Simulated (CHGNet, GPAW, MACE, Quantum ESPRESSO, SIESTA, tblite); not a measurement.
## Finding the fault: GPAW, random packing of Si18Te82 (at. %) (65 atoms)

Program: GPAW 26.7.0, a calculation on a cell of 12 Si and 53 Te, 33.6 Å³ an atom.

The input, run.py:

```python
import numpy as np
from ase.io import read
from gpaw import GPAW, FermiDirac

atoms = read("structure.xyz")
atoms.calc = GPAW(
    mode="lcao",
    basis="dzp",
    h=0.45,
    xc="PBE",
    kpts={"size": (1, 1, 1), "gamma": True},
    occupations=FermiDirac(0.05),
    maxiter=60,
    symmetry={"point_group": False},
    txt="gpaw.txt",
)
energy = atoms.get_potential_energy(force_consistent=True)
forces = atoms.get_forces()
print(f"energy {energy:.6f} eV")
print("forces (eV/A)")
for i, (a, f) in enumerate(zip(atoms, forces)):
    print(f"{i:4d} {a.symbol:2s} {f[0]:10.5f} {f[1]:10.5f} {f[2]:10.5f}")
print(f"Fermi level {atoms.calc.get_fermi_level():.4f} eV")
for k in range(len(atoms.calc.get_ibz_k_points())):
    for s in range(atoms.calc.get_number_of_spins()):
        e = atoms.calc.get_eigenvalues(kpt=k, spin=s)
        n = np.searchsorted(e, atoms.calc.get_fermi_level())
        print(f"k {k} spin {s} levels about the Fermi level:", np.round(e[max(n - 6, 0):n], 4).tolist(), "|", np.round(e[n:n + 6], 4).tolist())
```

The input, structure.xyz:

```xyz
65
Lattice="12.97040 0.00000 0.00000 0.00000 12.97040 0.00000 0.00000 0.00000 12.97040" Properties=species:S:1:pos:R:3 pbc="T T T"
Si 3.12068 12.13926 9.63000
Si 6.08467 0.98316 9.45127
Si 8.05864 0.11725 11.15351
Si 5.38012 1.66086 2.55841
Si 2.33091 6.57846 0.97823
Si 10.93833 3.86933 4.90398
Si 8.35631 5.81658 4.88400
Si 2.21664 8.94958 7.78457
Si 12.26273 8.19081 3.36400
Si 7.33424 10.76738 6.00867
[... 51 atom lines left out ...]
Te 11.76636 3.98775 10.80862
Te 4.52304 4.07763 0.19961
Te 1.41935 2.53416 9.91198
Te 8.97591 2.92534 12.36377
```

Run with:

```
> OMP_NUM_THREADS=1 python run.py > output.txt
```

The program printed:

```text
energy -101.304993 eV
forces (eV/A)
   0 Si    0.95032    0.08484    0.06444
   1 Si   -0.16821   -0.30589    0.26732
   2 Si    0.25496    0.63921   -0.94951
   3 Si   -0.54337    0.22970    0.56288
   4 Si    0.20873    0.02099   -0.01630
   5 Si    0.49073    0.02595    0.17205
   6 Si    0.28719    0.16915    0.17060
   7 Si    0.85828   -0.18217   -0.41733
   8 Si   -0.03585    0.79385    0.29021
   9 Si    0.08631   -0.37710    0.29869
  10 Si   -0.73442    0.89867   -0.17172
  11 Si   -0.21168   -0.29785    0.05703
  12 Te   -1.38847    0.68170   -0.50533
  13 Te   -0.18398    0.92189   -0.09111
  14 Te   -1.47139   -0.17497   -0.16688
  15 Te   -0.54519    1.05581   -0.57548
  16 Te   -0.66708   -0.03946   -0.99873
  17 Te   -1.08575    1.32823   -0.61191
  18 Te   -0.05430    0.23443   -0.94833
  19 Te    0.36415   -1.31487    3.51434
  20 Te   -0.50603   -0.85503   -0.57944
  21 Te   -1.22163   -0.40283    0.28043
  22 Te    1.28241   -0.69977    0.46999
  23 Te   -0.53568    0.00499    2.19089
[...]
57 Te    0.55537    1.26222   -0.53152
  58 Te   -3.53411   -1.50360    3.78955
  59 Te   -0.78114   -1.20128   -0.22814
  60 Te   -0.93689   -0.53937    0.14509
  61 Te   -0.34387    0.43100    0.61620
  62 Te    0.23249    0.49208    0.32831
  63 Te   -1.34913   -1.20553   -0.04936
  64 Te    0.27430    0.29127   -1.38663
Fermi level 5.0873 eV
k 0 spin 0 levels about the Fermi level: [4.8624, 4.9459, 4.9582, 4.9934, 5.0278, 5.0687] | [5.1155, 5.138, 5.1669, 5.2219, 5.2567, 5.2915]
```

gpaw.txt:

```text
Input parameters:
  mode=LCAO(),
  basis={'default': 'dzp'},
  h=0.45,
  kpts=MonkhorstPack(size=(1, 1, 1), gamma=True),
  maxiter=60,
  occupations=Occupations(name='fermi-dirac', width=0.05, fixmagmom=False),
  symmetry=Symmetry(point_group=False),
  xc=XC(name='PBE')
Unit cell  # Å
| periodic |         x |         y |         z |   lengths |    angles |
|----------|-----------|-----------|-----------|-----------|-----------|
|      yes | 12.970400 |  0.000000 |  0.000000 | 12.970400 | 90.000000 |
[... lines left out ...]
  Fermi-Dirac:
[... lines left out ...]
convergence criteria:
- Maximum [total energy] change in last 3 cyles: 0.0005 eV / valence electron
[... lines left out ...]
Converged in 21 steps
SCF loop duration: 55.268 s (2.632 s/step)
Energy contributions relative to reference atoms: (reference = -9888542.352996)
Energy contributions:
  Kinetic:         856.076576
  Coulomb:        -713.299557
  Zero:              9.355366
  External:          0.000000
  Xc:             -252.991072
  Entropy:          -0.446307
  Spinorbit:         0.000000
  ----------------------------
  Free energy:    -101.304993
  Extrapolated:   -101.081840
dipole moment: (15.937989, -57.046068, -7.118378)  # |e|*Ang
Fermi level: 5.087
Eigenvalues  # (at kpt = [0.000, 0.000, 0.000])
| band index |      eig [eV] | occ [0-2] |
|------------|---------------|-----------|
|          0 |       -10.602 |     2.000 |
|        ... |               |           |
|        175 |         4.789 |     1.995 |
|        176 |         4.842 |     1.985 |
[...]
|        190 |         5.360 |     0.008 |
|        ... |               |           |
|        223 |         6.997 |     0.000 |
Gap: 0.047 eV
Transition (v -> c):
  (s=0, k=0, n=182, [0.00, 0.00, 0.00]) -> (s=0, k=0, n=183, [0.00, 0.00, 0.00])
No difference between direct/indirect transitions
Force computation time: 3.586  # s
timing:  # [seconds]
  Total:  64.719  # ━━━━━━━━━━━━━━━━━━━━━━━━━━━━━━━━━━━━━━━━━━━━━━━━━━━━━━━━━
  Init:    5.829  # ━━━━━
  SCF:    55.268  # ━━━━━━━━━━━━━━━━━━━━━━━━━━━━━━━━━━━━━━━━━━━━━━━━╸
  Forces:  3.586  # ━━━
```

Elapsed: 66 s, on 1 thread of Arm Neoverse V1, shared host; peak memory 0.32 GiB.

Banners, paths, timers and routine set-up lines are dropped from the logs unmarked, and long logs keep their key lines alone; longer cuts are marked.

Against a plane-wave PBE reference and this program's sound run:

- r.m.s. difference of force components: 260.9 meV/Å
- longest difference of force vectors: 991.7 meV/Å
- force difference over r.m.s. force: 23.89 %
- slope of forces against the reference's: 1.175
- energy less the same-level run's: 989.1 meV/atom
- r.m.s. force difference from the same-level run: 135.3 meV/Å

Why should this run not be trusted?

A grid far too coarse: grid spacing 0.45 Å. The sound run has grid spacing 0.2 Å.

The run converged all the same, so the exit status doesn't show the fault.

[Also dropped from logs without a mark: logging warnings of Python, and SIESTA's first energy breakdown and zero terms.]

[Logs are printed without paths, hosts, clocks, repeated set-up lines and the standing remarks that a program may print on its own settings, such as how far it seeks lower states.]

[Hosts, paths, dates, database ids (printed as entryN), source tags and the programs' standing remarks are cut or masked in the printed files.]
